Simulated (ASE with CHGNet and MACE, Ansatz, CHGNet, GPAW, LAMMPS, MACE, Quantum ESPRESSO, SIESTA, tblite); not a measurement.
# Machine-learned potentials on glassy 65P2O5-35BaO (mol %) (89 atoms): settings against a plane-wave reference

Aim: run glassy 65P2O5-35BaO (mol %) (89 atoms) in machine-learned potentials and see how near its forces come to a plane-wave reference, and at what cost.

Calculated with ASE with CHGNet and MACE; the method is named at each step.

## Step 1: Set-up

The cell holds 89 atoms: 22 P, 6 Ba and 61 O. Cell: a = 11.076 Å, b = 11.076 Å, c = 11.076 Å, α = 90.0°, β = 90.0°, γ = 90.0°. 89 atoms (22 P, 6 Ba, 61 O) placed at random at 3.09 g/cm³, melted at 4000 K for 10 ps at fixed volume with the Morse and Coulomb pair potential with partial charges (Pedone, Malavasi, Menziani, Cormack and Segre, J. Phys. Chem. B 110, 11780 (2006)). Quenched from 4000 K to 300 K at 10 K/ps and fixed volume, held 10 ps at zero pressure.

The yardstick, on the same geometry:

| Item | Value |
| --- | --- |
| method | Kohn-Sham DFT, PBE, PAW, plane waves (Ansatz 0.2.0); cutoff 420 eV, Γ point, fermi-dirac smearing of 0.05 eV; PAW set soft_2 |
| r.m.s. force component | 1.485 eV/Å |
| longest force | 7.819 eV/Å |
| pressure | 1.929 GPa |
| gap (highest filled to lowest empty level) | 0.5265 eV |
| SCF cycles | 11 |
| time | 25 s on 4 threads of Arm Neoverse V1, shared host |
| CPU time | 94 s |

## Step 2: CHGNet 0.3.0 potential

Method: machine-learned interatomic potential CHGNet 0.3.0, trained on PBE(+U) plane-wave data.

run.py reads:

```python
import numpy as np
from ase.io import read
import mlip  # loads the published weights by name

atoms = read("structure.xyz")
atoms.calc = mlip.calc("chgnet-0.3.0")
energy = atoms.get_potential_energy()
forces = atoms.get_forces()
print(f"energy {energy:.6f} eV")
print("forces (eV/A)")
for i, (a, f) in enumerate(zip(atoms, forces)):
    print(f"{i:4d} {a.symbol:2s} {f[0]:10.5f} {f[1]:10.5f} {f[2]:10.5f}")
stress = -atoms.get_stress(voigt=False) * 160.21766
print("stress (GPa, compression positive)")
for row in stress:
    print(" ".join(f"{x:10.4f}" for x in row))
```

structure.xyz reads:

```xyz
89
Lattice="11.07620 0.00000 0.00000 0.00000 11.07620 0.00000 0.00000 0.00000 11.07620" Properties=species:S:1:pos:R:3 pbc="T T T"
P 10.05974 9.28739 0.47041
P 6.02279 6.18639 9.83766
P 2.74546 8.33938 0.54739
P 5.44417 9.33591 4.31352
P 4.64403 0.35189 8.00698
P 7.29124 10.68023 0.81454
P 3.26549 4.85570 10.42403
P 0.66956 9.60307 7.07459
P 2.76805 1.89481 9.95761
P 1.98862 7.29744 8.83936
P 5.19507 3.29085 2.16241
P 6.69977 1.04404 3.69059
P 9.45907 1.95307 4.83952
P 0.32276 1.48476 7.98871
P 2.42248 8.92897 4.54756
P 2.50411 0.20657 1.46660
P 10.17327 6.67075 9.90511
P 5.68120 8.08718 1.28141
P 0.02570 1.70596 2.26265
P 7.07082 5.76583 2.76296
P 6.05979 2.49392 6.61116
P 9.78228 8.88721 3.50672
Ba 7.59584 8.86727 7.60071
Ba 8.77556 5.67677 6.22549
Ba 0.82817 5.65817 2.43422
Ba 4.58931 5.99477 5.89642
Ba 2.71611 2.04079 4.88305
Ba 8.43298 2.97119 10.42281
O 1.56828 9.43017 5.70347
O 10.64113 1.76311 3.75251
O 7.20806 0.16116 2.25844
O 7.26300 3.30979 6.96870
O 2.36001 5.78432 9.61126
O 2.68421 8.03933 10.09773
O 4.73541 3.30481 6.74950
O 9.70851 1.18670 6.09656
O 9.20831 3.46375 4.77606
O 1.53760 8.80093 8.06148
O 3.92253 1.21672 9.11516
O 8.63855 9.95329 0.49610
O 8.53178 5.67965 2.47099
O 0.69858 0.01584 7.49704
O 2.87804 3.42930 10.03736
O 6.94932 0.65981 10.92844
O 9.13288 6.58513 8.80934
O 4.12544 7.96589 1.07605
O 1.94620 9.58280 3.28786
O 8.14189 1.39228 4.10130
O 9.94211 1.43614 1.36082
O 5.95157 7.39248 10.86520
O 2.78721 6.88330 7.63693
O 1.47435 1.62576 9.10951
O 5.47629 8.80536 2.90495
O 9.82392 7.95891 10.72863
O 4.84030 3.10632 0.75451
O 10.36699 9.04283 7.19211
[... 29 atom lines left out ...]
O 0.71486 2.47188 6.92994
O 10.13627 1.53837 8.78309
O 3.04130 5.26585 0.76969
O 10.37818 5.40840 10.69762
```

Run with:

```bash
> OMP_NUM_THREADS=1 python run.py > output.txt
```

Output:

```text
CHGNet v0.3.0 initialized with 412,525 parameters
CHGNet will run on cpu
energy -661.169495 eV
forces (eV/A)
   0 P     1.48494    1.30795   -0.24037
   1 P     1.19183   -0.51615    0.43513
   2 P    -3.47435    0.08122   -0.65627
   3 P    -0.42026   -0.83456   -1.47522
   4 P    -1.96327   -4.10234   -2.36783
   5 P     0.00379    1.59244    1.83513
   6 P    -0.05701    6.95082    3.14744
   7 P     0.12976   -2.45212    1.15823
   8 P    -1.03118   -2.58596   -3.36389
   9 P     0.37279   -0.64481   -0.72802
  10 P    -1.19819    2.28386   -0.49716
  11 P     0.68381    0.57619    0.37600
  12 P    -0.22883    2.44224    1.97581
  13 P    -1.65381    1.46522   -0.58088
  14 P    -1.71781   -1.51243   -4.82187
  15 P     1.84614   -0.03140    2.55740
  16 P     0.42947   -2.99356   -0.93615
  17 P     1.12303    0.22648    0.00526
  18 P    -2.59079    3.45268   -3.09882
  19 P     2.28386   -2.22642    1.90108
  20 P    -1.72043    3.34478   -0.65590
  21 P    -1.76335    0.20348    1.54798
  22 Ba   -0.07131    0.71481    0.52477
  23 Ba    0.29725   -1.24208   -0.91620
[...]
81 O     0.21992    0.70954    0.18381
  82 O     1.11988    1.31160    0.35011
  83 O     3.15766   -0.43708    2.09100
  84 O    -0.04475    1.27652   -0.85144
  85 O     0.67812    0.04551    0.07177
  86 O     0.14037    0.13270   -0.12024
  87 O    -0.27855   -1.55410    0.32496
  88 O    -0.27889    0.58144    0.55572
stress (GPa, compression positive)
    3.0492    -0.0566     0.6783
   -0.0566     2.2231    -0.9378
    0.6783    -0.9378     1.4401
```

Wall time 4.7 s (1 thread of Arm Neoverse V1, shared host); peak memory 1.1 GiB.

Banners, paths, timers and routine set-up lines are dropped from the logs unmarked, and long logs keep their key lines alone; longer cuts are marked.

Against the reference:

| Property | Result |
| --- | --- |
| r.m.s. force component | 1.364 eV/Å |
| r.m.s. difference of force components | 407.8 meV/Å |
| longest difference of force vectors | 2937 meV/Å |
| force difference over r.m.s. force | 27.46 % |
| slope of forces against the reference's | 0.8839 |
| correlation of force components | 0.9626 |
| pressure | 2.237 GPa |
| pressure difference | 0.3081 GPa |

Length of the force difference by element (eV/Å):

```
element  atoms  mean  most
     Ba      6  0.38  0.53
      O     61  0.45   2.2
      P     22  0.86   2.9
```

A closer look about Ba25, one of the 6 Ba atoms: 9 atoms, nearest first, numbered in the order of the input, with positions taken from that point.

```
atom      x      y      z  distance (Å)  bonds     Fx     Fy  Fz (eV/Å)
Ba25   0.00   0.00   0.00          0.00      6  -0.41  -0.17       0.08
 O79   0.71   2.03  -1.36          2.54      2   0.18   0.01       1.04
 O77  -0.08  -2.68  -0.52          2.73      2   0.50   1.40       0.91
 O88   2.21  -0.39  -1.66          2.80      2  -0.28  -1.55       0.32
 O80  -1.40   2.04   1.59          2.94      2   0.99  -2.02       0.28
 O57   1.68   1.78   2.04          3.19      3  -0.17  -2.16       0.72
 O89  -1.53  -0.25  -2.81          3.21      3  -0.28   0.58       0.56
 O41  -3.37   0.02   0.04          3.37      1  -0.25  -0.12      -0.34
  P3   1.92   2.68  -1.89          3.80      4  -3.47   0.08      -0.66
```

Atoms are counted from 1 here, from 0 in the log.

Forces lie 27 % from the reference's, at 0.050 times its CPU time (on 1 against 4 cores).

## Step 3: CHGNet r2SCAN potential

Method: machine-learned interatomic potential CHGNet r2SCAN, trained on r2SCAN plane-wave data.

run.py, as its differences from that of step 2:

```diff
@@ -5,3 +5,3 @@
 atoms = read("structure.xyz")
-atoms.calc = mlip.calc("chgnet-0.3.0")
+atoms.calc = mlip.calc("chgnet-r2scan")
 energy = atoms.get_potential_energy()
```

structure.xyz is that of step 2.

Output:

```text
CHGNet vr2scan initialized with 412,525 parameters
CHGNet will run on cpu
energy -930.823914 eV
forces (eV/A)
   0 P     1.55516    1.26636   -0.11807
   1 P     0.89235   -0.74331    0.20771
   2 P    -3.19155   -0.06432   -0.47377
   3 P    -0.30672   -1.06259   -1.22807
   4 P    -1.78929   -3.45150   -2.11518
   5 P    -0.12648    1.50971    1.44542
   6 P    -0.11151    6.54613    3.00753
   7 P     0.15959   -2.04510    0.95206
   8 P    -1.26777   -2.87856   -2.83206
   9 P     0.66621   -0.56786   -0.89624
  10 P    -1.28794    1.98149   -0.62156
  11 P     0.85721    0.83384    0.21398
  12 P     0.13428    1.94828    2.11516
  13 P    -1.58029    1.45509   -0.81358
  14 P    -1.65301   -1.36033   -4.38004
  15 P     1.62304   -0.03793    2.45708
  16 P     0.28210   -2.59174   -0.79635
  17 P     0.76094    0.28917    0.18438
  18 P    -2.25475    3.10345   -2.68884
  19 P     2.29944   -2.11706    1.79490
  20 P    -1.32185    2.82214   -0.62692
  21 P    -1.71924    0.45551    1.72877
  22 Ba   -0.00776    0.63186    0.38466
  23 Ba    0.22970   -0.96312   -0.80449
[...]
81 O     0.10397   -0.03894   -0.23458
  82 O     0.75683    1.68548   -0.01630
  83 O     2.29677   -0.29120    1.47590
  84 O     0.02174    1.37893   -1.16196
  85 O     0.36813   -0.54161    0.72921
  86 O     0.82094    0.08540   -0.46581
  87 O    -0.01907   -1.45664   -0.72647
  88 O    -0.28837    1.17248   -0.03438
stress (GPa, compression positive)
   -2.1258    -0.0680     0.5478
   -0.0680    -2.4304    -0.6480
    0.5478    -0.6480    -3.6098
```

The job ended after 4.4 s (1 thread; peak memory 1 GiB).

Numbers from this run, and their distance from the reference:

* r.m.s. force component: 1.212 eV/Å
* r.m.s. difference of force components: 580.8 meV/Å
* longest difference of force vectors: 2718 meV/Å
* force difference over r.m.s. force: 39.1 %
* slope of forces against the reference's: 0.7565
* correlation of force components: 0.927
* pressure: -2.722 GPa
* pressure difference: -4.651 GPa

Against the first run (27 %), the force difference from the reference is 39 %, at 0.93 times the CPU time; this potential was trained at another functional than the reference's, which explains only part of so large a difference.

## Step 4: MACE MPA-0 medium potential

Method: machine-learned interatomic potential MACE MPA-0 medium, trained on PBE(+U) plane-wave data.

run.py, as its differences from that of step 3:

```diff
@@ -5,3 +5,3 @@
 atoms = read("structure.xyz")
-atoms.calc = mlip.calc("chgnet-r2scan")
+atoms.calc = mlip.calc("mace-mpa-0-medium")
 energy = atoms.get_potential_energy()
```

structure.xyz is that of step 3.

Output:

```text
energy -615.757046 eV
forces (eV/A)
   0 P     1.49647    1.15010    0.64028
   1 P     0.98237   -0.84040    0.23549
   2 P    -3.69887    0.14859   -0.79576
   3 P    -0.81121   -0.61450   -1.14797
   4 P    -1.77603   -3.39507   -2.77987
   5 P     0.21221    1.50222    1.90284
   6 P     0.44729    6.71493    3.34290
   7 P    -0.12789   -2.27442    0.69664
   8 P    -1.05742   -2.59038   -3.14364
   9 P     0.19027   -0.34111   -1.01987
  10 P    -0.97252    2.18250   -0.02537
  11 P     1.10241    0.61205    0.10306
  12 P    -0.12423    1.86974    1.46145
  13 P    -1.46480    1.39535   -0.89129
  14 P    -1.88066   -1.74916   -4.63951
  15 P     1.20247   -0.00138    2.65408
  16 P     0.17411   -2.48116   -0.80581
  17 P     1.47557    0.20929    0.33338
  18 P    -2.91272    3.00738   -3.11402
  19 P     2.46176   -2.29334    2.16297
  20 P    -1.59163    3.06788   -0.60386
  21 P    -1.80294    0.80218    1.51074
  22 Ba   -0.23862    0.85794    0.35856
  23 Ba    0.33229   -1.43946   -1.10875
[...]
81 O     0.29274    0.43345    0.10425
  82 O     1.09663    1.32453    0.33170
  83 O     3.23185   -0.46530    2.01575
  84 O     0.06944    1.39365   -1.12112
  85 O     0.84922    0.15553   -0.03842
  86 O    -0.02022    0.13380    0.08121
  87 O    -0.36150   -1.41132    0.35347
  88 O    -0.20301    0.53781    0.53400
stress (GPa, compression positive)
    2.6574    -0.0512     0.8317
   -0.0512     1.9391    -1.1389
    0.8317    -1.1389     0.9412
```

It took 10 s on 1 thread; peak memory 0.98 GiB.

Numbers from this run, and their distance from the reference:

```yaml
r_m_s_force_component: 1.362 eV/Å
r_m_s_difference_of_force_components: 291.7 meV/Å
longest_difference_of_force_vectors: 2634 meV/Å
force_difference_over_r_m_s_force: 19.64 %
slope_of_forces_against_the_reference_s: 0.9013
correlation_of_force_components: 0.9827
pressure: 1.846 GPa
pressure_difference: -0.0835 GPa
```

Against the first run (27 %), the force difference from the reference is 20 %, at 2.1 times the CPU time.

## Step 5: Side by side

Differences are against the plane-wave reference, forces as r.m.s. over components; share is that over the reference's r.m.s. force, slope the least-squares factor from reference forces to these. Total energies of different programs have different zeros and aren't compared.

```
                        run  Δ force, r.m.s. (meV/Å)  share (%)  slope  Δ pressure (GPa)  cores  CPU time  memory (GiB)
                  reference                        -          -      -                 -      4      94 s           1.7
     CHGNet 0.3.0 potential                      408       27.5  0.884             0.308      1     4.6 s           1.1
    CHGNet r2SCAN potential                      581       39.1  0.756             -4.65      1     4.3 s           1.0
MACE MPA-0 medium potential                      292       19.6  0.901           -0.0835      1     9.6 s          0.98
```

Times of the machine-learned potentials are mostly Python's start and the loading of weights.

CPU time is summed over cores on a shared host, where runs went side by side, so it is rough. Symmetry, cutoffs, thresholds, outputs and thread counts weren't matched or tuned between programs; memory under MPI is the largest rank's times the ranks.

## Step 6: Outcome

```
nearest in forces : MACE MPA-0 medium potential, 20 %
its CPU time      : 9.6 s
```

In words: Machine-learned potentials differ by 20 % (MACE MPA-0 medium potential) to 39 % (CHGNet r2SCAN potential); they were trained on other programs' data, some at another functional. Machine-learned potentials mimic data converged in k, so the reference's own k-point error enters their differences. The quench rate of 10 K/ps is many orders above laboratory rates, so the cell is likely richer in defects and strain than a real sample. The network of bonds at the start is that of the classical potential that made the cell, and needn't be the one that DFT or experiment would give. The electronic-structure runs sample only Γ, in a cell whose shortest periodic width is 11 Å. Spin–orbit coupling is left out, which matters for the levels of the heavy elements.

[Also dropped from logs without a mark: logging warnings of Python, and SIESTA's first energy breakdown and zero terms.]

[Logs are printed without paths, hosts, clocks, repeated set-up lines and the standing remarks that a program may print on its own settings, such as how far it seeks lower states.]

[Hosts, paths, dates, database ids (printed as entryN), source tags and the programs' standing remarks are cut or masked in the printed files.]
